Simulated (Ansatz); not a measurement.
# MgSi (P4/mmm): following an unstable mode

Aim: this structure of MgSi (P4/mmm) is to be tested for unstable modes, and one is followed downhill.

Main program and level: Ansatz 0.2.0; DFT PBEsol, scalar-relativistic, plane waves, norm-conserving pseudopotentials.

## Step 1: The structure

The structure is tetragonal, space group P4/mmm (No. 123). Conventional cell: a = 2.938 Å, b = 2.938 Å, c = 3.958 Å, α = 90.00°, β = 90.00°, γ = 90.00°. Nearest to Mg lie 8 Si at 2.87 Å and 4 Mg at 2.94 Å. Nearest to Si lie 8 Mg at 2.87 Å and 4 Si at 2.94 Å. Farther neighbours are not listed.

As a file:

```cif
data_structure
_symmetry_space_group_name_H-M 'P4/mmm'
_symmetry_Int_Tables_number 123
_cell_length_a 2.9379
_cell_length_b 2.9379
_cell_length_c 3.9577
_cell_angle_alpha 90.000
_cell_angle_beta 90.000
_cell_angle_gamma 90.000
_cell_volume 34.16
loop_
_atom_site_label
_atom_site_type_symbol
_atom_site_symmetry_multiplicity
_atom_site_Wyckoff_symbol
_atom_site_fract_x
_atom_site_fract_y
_atom_site_fract_z
_atom_site_occupancy
Mg1 Mg 1 a 0.00000 0.00000 0.00000 1
Si1 Si 1 d 0.50000 0.50000 0.50000 1
```

## Step 2: Phonons on a q mesh

The cell comes from relaxations at this level that are not shown. Stability and thermal properties need the whole zone. Linear response on a 2×2×2 q mesh gives force constants as far as a supercell of that size would.

The input, input.yaml:

```yaml
crystal:
  lattice:
    - [2.9379161965, 0.0, 0.0]
    - [0.0, 2.9379161965, 0.0]
    - [0.0, 0.0, 3.9576587989]
  atoms:
    - { symbol: Mg, position: [0.0, 0.0, 0.0] }
    - { symbol: Si, position: [0.5, 0.5, 0.5] }
kpoints:
  mp_grid: { grid: [16, 16, 12] }
hamiltonian:
  xc: pbesol
  pseudopotentials: { kind: nc }
scf:
  occupations: { method: methfessel_paxton, width: 0.15 }
output:
  eigenvalues: true
phonons:
  method: dfpt
  qmesh: [2, 2, 2]
  temperatures: { t_max: 1000, t_step: 50 }
  qpath:
    path:
      - [[0.0, 0.0, 0.0], [0.0, 0.5, 0.0], [0.5, 0.5, 0.0], [0.0, 0.0, 0.0], [0.0, 0.0, 0.5], [0.0, 0.5, 0.5], [0.5, 0.5, 0.5], [0.0, 0.0, 0.5]]
      - [[0.0, 0.5, 0.0], [0.0, 0.5, 0.5]]
      - [[0.5, 0.5, 0.0], [0.5, 0.5, 0.5]]
    npoints: 10
```

Run with:

```bash
$ ansatz run input.yaml --threads 4 --pin off --max-ram 7168MiB --backend cpu --events-out ev --progress --plain --runs-dir out
```

Numbers of over 12 decimals in the logs are rounded to 6 here.

The program printed:

```text
Engine: ansatz 0.2.0, aarch64-unknown-linux-gnu
Pseudopotentials: kind: nc
Pseudopotential: Mg, nc, valence charge 10, recommended cutoff 1142.878222 eV (normal), Mg.nc.azcp (PseudoDojo's, or run here from an input of PseudoDojo's: the run reads no file of this project's for it)
Pseudopotential: Si, nc, valence charge 4, recommended cutoff 489.804952 eV (normal), Si.nc.azcp (PseudoDojo's, or run here from an input of PseudoDojo's: the run reads no file of this project's for it)
Functional definition: PBEsol
  exchange = pbesol_x
  correlation = pbesol_c
Crystal: 2 atoms, lattice volume = 34.160 Å³
Basis set: ecut = 1142.878222 eV, 3009 PW (Γ), exchange–correlation on 72×72×90 points (8 copies of the dense FFT grid, shifted against one another)
Bands: 11, of which v1, the nominal top of the filled ones, is band 7 counted from 1 (6 counted from 0)
Symmetry: 16 space group operations
k-points: 315 of 3072
Non-local potential: Mg, projectors of the file, l = 0: 2, l = 1: 2
Non-local potential: Si, projectors of the file, l = 0: 2, l = 1: 2, l = 2: 2
Initial density: superposition of atomic densities (chi_scale 0.1, normalization cell, long waves kept (reshape's long-wave potential 0.00 eV rms))
Initial wavefunctions: pseudopotential atomic-orbital guess
Functional: x = pbesol(κ = 0.804, μ = 0.123457), c = pbesol(β = 0.046)
SCF iter   1: F=—  HF=-1728.836238 eV  |F-HF|=—  |Δ(HF+E_count)|=         —  Δρ=2.24e-2  dr2=1.23e-1  ethr=3.10e-3  ⟨swp⟩=5.4  Hψ=22835  notcnv=0
preconditioner: auto → none  [metal: Δε(μ)=0.004 eV  Ē_g=9.114 eV  σ=0.150 eV  W_gap=0.02  n_scr=6 (ndim 8)  ℏωp=15.6 eV  f_vac=0.000  D(μ)=0.74/eV (n_scr^D=2)  sad-step TF]
SCF iter   2: F=—  HF=-1728.825287 eV  |F-HF|=—  |Δ(HF+E_count)|=   1.10e-2  S|Δr|=    0.00e0  Δρ=1.38e-2  dr2=5.44e-2  ethr=8.81e-4  ⟨swp⟩=1.0  Hψ=5985  notcnv=0
SCF iter   3: F=—  HF=-1728.814690 eV  |F-HF|=—  |Δ(HF+E_count)|=   1.06e-2  S|Δr|=    0.00e0  Δρ=1.44e-3  dr2=4.25e-4  ethr=3.89e-4  ⟨swp⟩=1.0  Hψ=3432  notcnv=0
SCF iter   4: F=—  HF=-1728.814701 eV  |F-HF|=—  |Δ(HF+E_count)|=   1.09e-5  S|Δr|=    0.00e0  Δρ=3.86e-4  dr2=3.71e-5  ethr=3.03e-6  ⟨swp⟩=2.7  Hψ=5445  notcnv=0
SCF iter   5: F=—  HF=-1728.814689 eV  |F-HF|=—  |Δ(HF+E_count)|=   1.27e-5  S|Δr|=    0.00e0  Δρ=1.05e-4  dr2=1.08e-6  ethr=2.65e-7  ⟨swp⟩=2.0  Hψ=4150  notcnv=0
SCF iter   6: F=—  HF=-1728.814688 eV  |F-HF|=—  |Δ(HF+E_count)|=   5.59e-7  S|Δr|=    0.00e0  Δρ=1.90e-5  dr2=2.98e-8  ethr=7.71e-9  ⟨swp⟩=2.1  Hψ=5314  notcnv=0  defer=1
SCF iter   7: F=—  HF=-1728.814688 eV  |F-HF|=—  |Δ(HF+E_count)|=   3.66e-9  S|Δr|=    0.00e0  Δρ=2.65e-6  dr2=7.58e-10  ethr=2.13e-10  ⟨swp⟩=1.1  Hψ=3518  notcnv=0  defer=1
SCF iter   8: F=-1728.814688 eV  HF=-1728.814688 eV  |F-HF|=2.27e-13  |Δ(HF+E_count)|=  1.16e-11  S|Δr|=    0.00e0  Δρ=2.09e-7  dr2=5.10e-12  ethr=1.00e-12  ⟨swp⟩=5.6  Hψ=18002  notcnv=0
SCF 1 converged in 8 iterations: F = -1728.814688 eV  dr2 = 5.10e-12
Initial density: read from a saved state, or passed on in memory by an earlier SCF of this step, an earlier step, the calling program or the single point that the run made first
iter 1 solved again at ethr=9.89e-8 eV; its pass at ethr=3.10e-3 eV (dr2=1.39e-5 eV) is discarded
SCF iter   1: F=—  HF=-1728.814691 eV  |F-HF|=—  |Δ(HF+E_count)|=         —  Δρ=4.59e-7  dr2=4.34e-11  ethr=9.89e-8  ⟨swp⟩=3.9  Hψ=34426  notcnv=0
eigensolver tolerance schedule: the retry pair's looser diagonalisation over-reported the residual by 318781.03 of it (diagonalisation noise at an unbounded share of the residual, at the tolerance the schedule requests for it); recorded, not acted on — ethr = c·dr2/N_el stays at c = 1.0e-1
preconditioner: auto → none  [metal: Δε(μ)=0.018 eV  Ē_g=9.093 eV  σ=0.150 eV  W_gap=0.10  n_scr=6 (ndim 8)  ℏωp=15.6 eV  f_vac=0.000  D(μ)=0.76/eV (n_scr^D=2)]
SCF iter   2: F=—  HF=-1728.814688 eV  |F-HF|=—  |Δ(HF+E_count)|=   2.58e-6  S|Δr|=    0.00e0  Δρ=3.13e-7  dr2=1.96e-11  ethr=1.00e-12  ⟨swp⟩=3.4  Hψ=8032  notcnv=0
SCF iter   3: F=-1728.814688 eV  HF=-1728.814688 eV  |F-HF|=3.18e-12  |Δ(HF+E_count)|=  4.32e-12  S|Δr|=    0.00e0  Δρ=1.73e-7  dr2=5.65e-12  ethr=1.00e-12  ⟨swp⟩=4.0  Hψ=12135  notcnv=0
SCF 2 converged in 3 iterations: F = -1728.814688 eV  dr2 = 5.65e-12
phonons: the bands overlap, so this run is a metal and interpolates without the dipole-dipole term. If the crystal is really an insulator or semiconductor, its LO-TO splitting is missing
NSCF: frozen V_eff on 315 k-points
NSCF: frozen V_eff on 567 k-points
DFPT response loops at q = (0, 0, 0) (fractional): preconditioner auto → Kerker (q_TF=auto, 2.351 Å⁻¹) (partly filled bands, converged f_vac=0.000); β = 1.00, the filter's whole step (`scf.mixing.beta` (0.50) is not read by the response loops under this deck's `scf.mixing.preconditioner`; to damp them name `kerker` or `kerker_dos`, under which they read `scf.mixing.beta`, and type it under 1.00, their step now; both keys bind the ground state too); Broyden in place of MSR1
NSCF: frozen V_eff on 1134 k-points
DFPT response loops at q = (0, 0, -0.5) (fractional): mixed as the last ones told, above
NSCF: frozen V_eff on 1134 k-points
DFPT response loops at q = (0, -0.5, 0) (fractional): mixed as the last ones told, above
NSCF: frozen V_eff on 1134 k-points
DFPT response loops at q = (0, -0.5, -0.5) (fractional): mixed as the last ones told, above
NSCF: frozen V_eff on 1134 k-points
DFPT response loops at q = (-0.5, -0.5, 0) (fractional): mixed as the last ones told, above
NSCF: frozen V_eff on 1134 k-points
DFPT response loops at q = (-0.5, -0.5, -0.5) (fractional): mixed as the last ones told, above
SCF converged after 8 iterations
Stability not checked: this state was not tested for a lower state beside it, because cold or Methfessel-Paxton smearing, or corrected tetrahedra, fill the levels in a way that the test cannot read (fill_not_monotonic; see scf.lower_state_search)
Free energy (F): -1728.814688 eV
Harris-Foulkes:  -1728.814688 eV  (|F-HF|=2.27e-13)
Internal energy: -1728.814719 eV  (E = F + TS)
E sigma→0 (E₀):  -1728.814696 eV
Entropy (-TS):   0.000031 eV (0.015 meV/atom)
Fermi energy:    8.385785 eV
--- Per-component energies (eV) ---
  E_band       = -317.855339
  E_kinetic    = 964.385308
  E_local      = -1709.441785  (includes V_loc(G=0)·N_el)
  E_nonlocal   = -476.605709
  E_hartree    = 612.693290
  E_xc         = -254.389569
  E_vxc        = -321.579772  (∫ρ·V_xc dr)
  E_ewald      = -865.456253
  E_smearing   = 0.000031  (= −TS)
  E_closure    = 0.000000  (closes the sum)
  Σ components = -1728.814688   (vs F -1728.814688, Δ=0.00e0)
--- Band table (eV; the first three rows and the last of 315) ---
  k-point 0: bands = [... 3 lower, -34.3200, -2.8711, 6.0184, 8.0511, 12.4128, 12.4128, 13.5854, 16.3852]
  k-point 1: bands = [... 3 lower, -34.3201, -2.8175, 5.3205, 8.8710, 12.4450, 12.4450, 13.6450, 16.4373]
  k-point 2: bands = [... 3 lower, -34.3204, -2.6604, 4.2056, 10.3539, 12.5371, 12.5371, 13.8217, 16.5899]
  k-point 314: bands = [... 3 lower, -34.3125, 4.9408, 6.0807, 6.0807, 7.6104, 9.5400, 9.5400, 9.6220]
--- Phonons (Γ-DFPT): 4 representative perturbations + reference (Σ response iterations 10) ---
  ASR residual: 8.976e-3 → 0.000e0 eV/Å²; symmetrization residual: 1.199e-5 eV/Å²
  ASR residual per site (eV/Å²): 8.98e-3 8.02e-5
  Γ frequencies (cm⁻¹): 0.00 0.00 0.00 205.21 205.21 298.30
--- Phonons (arbitrary-q DFPT): 6 irreducible q on the 2×2×2 mesh ---
  q = [0.0000, 0.0000, 0.0000] (star 1, of the zone-centre solve; hermiticity 5.61e-6, symmetrization 9.35e-16): -0.00 -0.00 0.00 205.21 205.21 298.30
  q = [0.0000, 0.0000, -0.5000] (star 1, 4 solved perturbations in 1764 linear systems a pass and spin channel, the states on 567 of 3072 k-point pairs; hermiticity 3.07e-14, symmetrization 2.25e-12, the responses' own estimated error 6.7e-5 eV/Å²): 112.63 112.63 141.16 141.16 223.53 233.79
  q = [0.0000, -0.5000, 0.0000] (star 2, 6 solved perturbations on 567 of 3072 k-point pairs; hermiticity 2.63e-14, symmetrization 1.84e-14, the responses' own estimated error 7.6e-5 eV/Å²): 121.92 123.14 185.84 203.36 203.51 314.53
  q = [0.0000, -0.5000, -0.5000] (star 2, 6 solved perturbations on 567 of 3072 k-point pairs; hermiticity 1.76e-6, symmetrization 2.07e-14, the responses' own estimated error 7.5e-5 eV/Å²): -133.35 127.34 148.63 208.51 265.74 333.59
  q = [-0.5000, -0.5000, 0.0000] (star 1, 4 solved perturbations in 1764 linear systems a pass and spin channel, the states on 567 of 3072 k-point pairs; hermiticity 1.18e-7, symmetrization 9.68e-13, the responses' own estimated error 7.0e-5 eV/Å²): -72.45 -72.45 195.94 222.39 305.48 305.48
  q = [-0.5000, -0.5000, -0.5000] (star 1, 4 solved perturbations in 1764 linear systems a pass and spin channel, the states on 567 of 3072 k-point pairs; hermiticity 3.16e-14, symmetrization 1.67e-12, the responses' own estimated error 7.3e-5 eV/Å²): -150.93 -150.93 192.84 263.26 292.87 292.87
  sum rule: each row above includes the acoustic sum rule's correction from the zone centre's row sums; it moved no ω² by more than (10.02 cm⁻¹)²
  mesh force constants: q→R imaginary residual 2.21e-17; ASR residual 8.976e-3 → 0.000e0 eV/Å²; symmetrization residual 1.776e-15 eV/Å²
  interpolated dispersion: 93 rows × 6 modes
  density of states and harmonic sums: on the 22×22×16 q-mesh, interpolated from the force constants of a 2×2×2 supercell (no non-analytic term)
  largest difference from the sums on the solved wave vectors: F 1.02e-1 eV, S 1.36e-4 and C_V 3.54e-5 eV/K
  zero-point energy: 0.064261 eV/cell   skipped modes (ω ≤ 0): 514, of them read as no rigid motion or as one in doubt: 511 (7.224e-1 modes/cell left out, lowest -150.93 cm⁻¹)   left out of the sums: 1.20e-1 of the cell's modes: C_V's classical limit lies that fraction below 3 k_B per atom; for a crystal, a wire or a layer, F and S can be off by more, and a phonons.interpolated_qmesh denser along its periods is the remedy for the sampling
```

Elapsed: 3.7 min, on 4 threads of Arm Neoverse V2, shared host; peak memory 2 GiB.

The column dr2 measures how far the density is from self-consistency, as an energy; F and HF (Harris–Foulkes) agree once it is small.

Numbers from this step:

- volume per atom: 17.08 Å³
- gap on the k-mesh: 0 eV
- sum-rule residual before enforcement: 0.008976 eV/Å²
- lowest frequency on the path: -150.9 cm⁻¹
- point group: 4/mmm
- highest frequency on the path or at a solved wavevector: 333.6 cm⁻¹
- highest optical mode at the zone centre (no LO-TO term): 298.3 cm⁻¹
- lowest optical zone-centre mode: 205.2 cm⁻¹
- lowest mode on the q mesh (acoustic modes at Γ apart): -150.9 cm⁻¹

Frequencies (cm⁻¹) solved at each irreducible wavevector; negative means imaginary. Frequencies by wavevector, by row:

```tsv
q in reciprocal lattice units	star	mode 1	mode 2	mode 3	mode 4	mode 5	mode 6
0 0 0	1	0	0	0	205.2	205.2	298.3
0 0 -0.5	1	112.6	112.6	141.2	141.2	223.5	233.8
0 -0.5 0	2	121.9	123.1	185.8	203.4	203.5	314.5
0 -0.5 -0.5	2	-133.3	127.3	148.6	208.5	265.7	333.6
-0.5 -0.5 0	1	-72.5	-72.5	195.9	222.4	305.5	305.5
-0.5 -0.5 -0.5	1	-150.9	-150.9	192.8	263.3	292.9	292.9
```

Interpolated from a 2×2×2 q mesh, rough between the solved points. Phonon branches along the path, in cm⁻¹:

```tsv
point	branch 1	branch 2	branch 3	branch 4	branch 5	branch 6
Γ	0	0	0	205	205	298
halfway	86	107	113	196	256	273
X	122	123	186	203	204	314
halfway	36	118	200	213	240	311
M	-72	-72	196	222	306	306
halfway	78	134	144	236	255	260
Γ	0	0	0	205	205	298
halfway	60	60	130	184	184	282
Z	113	113	141	141	224	234
halfway	-71	132	134	189	251	281
R	-133	127	149	208	266	334
halfway	-143	-18	226	230	232	319
A	-151	-151	193	263	293	293
halfway	-101	74	190	231	243	283
Z	113	113	141	141	224	234
jump to X	122	123	186	203	204	314
halfway	-72	125	168	208	245	323
R	-133	127	149	208	266	334
jump to M	-72	-72	196	222	306	306
halfway	-117	-117	194	244	299	299
A	-151	-151	193	263	293	293
```

The phonon branches as a text plot (rows in cm⁻¹):

```
    324 |      **                      ******           *****
    303 |**   *  *******     **       *      ** **           ***
    283 |  ***     *    *  **  **    *        *** **            *
    263 |   *           ***      *    ****   *** *  **     **  **
    243 |  * *    *     ***       ****    ****  * ****** **   *
    223 |     *  *******  ***     **      ***    * *   *     *
    202 |****  *********   *****      **** * **** * *   *********
    182 |    ****               **   *    *        * *  **
    162 |       *       *        *  *               ***   **
    142 |    * * *       **       ********            **    *
    122 |   ***   *     * **    * ***  ** *           *******
    101 |  *** **                  *                **
     81 |  *             ****  * *         *       *  *
     61 | *      *      *  **   *   *
     41 |**       **        ** *
     21 |*             *     **                      *
      1 |
    -20 |                                                *
    -40 |              *                          *
    -60 |          ** *
    -80 |           **               *      *       *        *
   -100 |                             *          * *      *
   -121 |                              *     *  * *        *  *
   -141 |                               **********          *  **
         Γ     X     M        Γ   Z     R      A      Z|X  R|M  A
```

Symmetry leaves 6 wavevectors to solve. The lowest mode among them, the acoustic zeros apart, lies at q = (-0.5, -0.5, -0.5) and is imaginary, 150.9i cm⁻¹, so the energy falls along it.

## Step 3: The mode frozen in, largest atomic shift 0 Å

The mode followed lies at q = (-0.5, -0.5, -0.5) with frequency 150.9i cm⁻¹ and is 2-fold degenerate, the softest among the wavevectors solved. At small amplitude the distorted cell has space group no. 74 by a symmetry search on the positions. The undistorted cell that holds it gives the zero of energy on the same k mesh.

System of this step: MgSi. Symmetry: P4/mmm, No. 123, tetragonal system. Conventional cell: a = 2.938 Å, b = 2.938 Å, c = 3.958 Å, α = 90.00°, β = 90.00°, γ = 90.00°. Nearest to Mg lie 8 Si at 2.87 Å and 4 Mg at 2.94 Å. Si has 8 Mg at 2.87 Å and 4 Si at 2.94 Å nearest. Farther neighbours are not listed.

input.yaml, the sections that differ from step 2:

```yaml
crystal:
  lattice:
    - [-2.9379161965, -2.9379161965, 0.0]
    - [-2.9379161965, 2.9379161965, 0.0]
    - [-2.9379161965, 0.0, -3.9576587989]
  atoms:
    - { symbol: Mg, position: [1.0, 0.0, 0.0] }
    - { symbol: Mg, position: [0.5, 0.5, 0.0] }
    - { symbol: Si, position: [0.25, 0.75, 0.5] }
    - { symbol: Si, position: [0.75, 0.25, 0.5] }
kpoints:
  mp_grid: { grid: [10, 10, 10] }
output:
  forces: true
  stress: true
  eigenvalues: true
# hamiltonian, scf: as in step 2
# phonons: removed
```

The program printed:

```text
[...]
Crystal: 4 atoms, lattice volume = 68.320 Å³
Basis set: ecut = 1142.878222 eV, 6009 PW (Γ), exchange–correlation on 96×96×120 points (8 copies of the dense FFT grid, shifted against one another)
Bands: 18, of which v1, the nominal top of the filled ones, is band 14 counted from 1 (13 counted from 0)
Symmetry: 32 space group operations
[...]
k-points: 102 of 1000
[...]
P = ⅓ Tr σ = -0.0449 GPa (-0.449 kbar)
--- Band table (eV; the first three rows and the last of 102) ---
  k-point 0: bands = [... 10 lower, 6.0151, 6.0731, 6.0731, 7.6077, 8.0521, 9.5437, 9.5437, 9.6186]
  k-point 1: bands = [... 10 lower, 5.1005, 5.9495, 5.9495, 7.9403, 9.1424, 9.4840, 9.8371, 9.8371]
  k-point 2: bands = [... 10 lower, 4.3925, 5.6812, 5.6812, 8.7478, 9.1857, 10.6141, 10.6141, 11.0073]
  k-point 101: bands = [... 10 lower, 2.7222, 3.0438, 5.6550, 6.7280, 8.0656, 9.2457, 13.9836, 14.7274]
[key lines of the parts left out:]
SCF converged after 7 iterations
Free energy (F): -3457.636941 eV
Fermi energy:    8.380494 eV
```

Run time: 4.3 s. Hardware: 4 threads; peak memory 0.7 GiB.

Numbers from this step:

| Property | Result |
| --- | --- |
| pressure | -0.04493 GPa |
| energy from the undistorted cell | 0 meV/atom |

The run ends at a pressure of -0.04 GPa.

## Step 4: The mode frozen in, largest atomic shift 0.08 Å

The atoms are moved along the unstable eigenvector, the largest shift by 0.08 Å, with the cell fixed.

input.yaml, the sections that differ from step 3:

```yaml
crystal:
  lattice:
    - [-2.9379161965, -2.9379161965, 0.0]
    - [-2.9379161965, 2.9379161965, 0.0]
    - [-2.9379161965, 0.0, -3.9576587989]
  atoms:
    - { symbol: Mg, position: [1.0, 0.0, 0.0] }
    - { symbol: Mg, position: [0.5, 0.5, 0.0] }
    - { symbol: Si, position: [0.25, 0.7692546481, 0.5] }
    - { symbol: Si, position: [0.75, 0.2307453519, 0.5] }
# kpoints, hamiltonian, scf, output: as in step 3
```

The program printed:

```text
[...]
Crystal: 4 atoms, lattice volume = 68.320 Å³
Basis set: ecut = 1142.878222 eV, 6009 PW (Γ), exchange–correlation on 96×96×120 points (8 copies of the dense FFT grid, shifted against one another)
Bands: 18, of which v1, the nominal top of the filled ones, is band 14 counted from 1 (13 counted from 0)
Symmetry: 8 space group operations
[...]
k-points: 171 of 1000
[...]
P = ⅓ Tr σ = 0.1874 GPa (1.874 kbar)
--- Band table (eV; the first three rows and the last of 171) ---
  k-point 0: bands = [... 10 lower, 5.9794, 6.0215, 6.0751, 7.6262, 8.0783, 9.4917, 9.5377, 9.5784]
  k-point 1: bands = [... 10 lower, 5.0542, 5.9011, 6.0011, 7.9589, 9.0789, 9.3649, 9.8267, 9.9227]
  k-point 2: bands = [... 10 lower, 4.4134, 5.6382, 5.7291, 8.7663, 9.0804, 10.4569, 10.5937, 11.1721]
  k-point 170: bands = [... 10 lower, 2.7711, 3.0723, 5.6596, 6.7137, 8.0776, 9.2359, 13.9889, 14.7539]
[key lines of the parts left out:]
SCF converged after 7 iterations
Free energy (F): -3457.639692 eV
Fermi energy:    8.423265 eV
```

Elapsed: 7.1 s, on 4 threads; peak memory 0.89 GiB; 28 s of CPU time.

This step gave:

- pressure: 0.1874 GPa
- energy from the undistorted cell: -0.619 meV/atom

The energy, extrapolated to zero smearing, is -0.62 meV/atom against the undistorted cell.

The run ends at a pressure of 0.19 GPa, with forces up to 0.017 eV/Å.

## Step 5: Energy along the mode, all amplitudes (two of the runs are shown above)

An imaginary frequency means negative curvature, so the energy should fall and then rise again as anharmonic terms take over.

This step gave:

| Property | Result |
| --- | --- |
| depth at the lowest point sampled | 0.619 meV/atom |
| largest atomic shift at that point | 0.08 Å |

The energy from the parent by largest atomic shift:

```tsv
largest atomic shift (Å)	energy from the parent (meV/atom)
0.0000	0
0.0400	-0.22
0.0800	-0.619
0.1400	-0.022
0.2200	8.61
```

Displacement at unit largest shift by atom:

```tsv
atom	x (Å)	y (Å)	z (Å)	size
Mg1	0.000	0.000	0.000	0.000
Mg2	0.000	0.000	0.000	0.000
Si3	-0.707	0.707	0.000	1.000
Si4	0.707	-0.707	0.000	1.000
```

The lowest of the steps tried is at 0.08 Å, 0.619 meV/atom below the parent; the bottom of the well need not coincide with a step.

(Part 1 of 2 ends here.)

[Logs are printed without paths, hosts, clocks, repeated set-up lines and the standing remarks that a program may print on its own settings, such as how far it seeks lower states.]

[Hosts, paths, dates, database ids (printed as entryN), source tags and the programs' standing remarks are cut or masked in the printed files.]
